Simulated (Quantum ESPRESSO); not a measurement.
# Zn7CdS8 (Cd on 12 % of the Zn sites, one arrangement): which shell does photoemission see at 21.2 and 150 eV? (LDA)

The valence band of Zn7CdS8 (Cd on 12 % of the Zn sites, one arrangement) mixes several shells. Work out by hand which one leads the spectrum's area at each photon energy.

Filled states come from the projected DOS of Quantum ESPRESSO 7.5 (LDA, plane waves); cross sections σ and asymmetry parameters β are those of free atoms in a Dirac–Hartree–Slater calculation. A shell's area is states × σ × angular factor, which is 1 − β·P₂(cos θ)/2 for unpolarised light, with θ = 60° from the beam and P₂ = -0.125.

**At 21.2 eV** (states counted from 10.9 eV below the zero; other shells add 1 to the products' sum of 80.8):

| shell | filled states a cell | cross section (Mb an electron) | β | angular factor | product | share by hand (%) | share in the simulated spectrum (%) |
| --- | --- | --- | --- | --- | --- | --- | --- |
| Zn 3d | 69.20 | 0.394 | 0.01 | 1.00 | 27.3 | 34 | 34 |
| Cd 4d | 9.76 | 0.964 | -0.11 | 0.99 | 9.34 | 12 | 12 |
| S 3p | 35.80 | 1.08 | 1.85 | 1.12 | 43.1 | 53 | 53 |

**At 150 eV** (states counted from 14.8 eV below the zero; other shells add 1 to the products' sum of 41.5):

| shell | filled states a cell | cross section (Mb an electron) | β | angular factor | product | share by hand (%) | share in the simulated spectrum (%) |
| --- | --- | --- | --- | --- | --- | --- | --- |
| Zn 3d | 69.76 | 0.509 | 0.83 | 1.05 | 37.4 | 90 | 90 |
| Cd 4d | 9.94 | 0.0373 | -0.56 | 0.96 | 0.358 | 1 | 1 |
| S 3p | 35.84 | 0.0706 | 1.59 | 1.10 | 2.78 | 7 | 7 |

S 3p leads at 21.2 eV and Zn 3d at 150 eV. Between the two energies σ of S 3p changes by a factor 0.065 and that of Zn 3d by 1.3, so their ratio moves 20-fold in favour of the second. The simulated spectrum uses the same rule on the energy-resolved DOS, so the two share columns agree within a few points.

Only crystals where the two columns agree within 4 points and the lead is clear are worked in this form. Free-atom cross sections ignore the solid's final states, no escape depth or background enters, and the count of states a shell hangs on the projection.
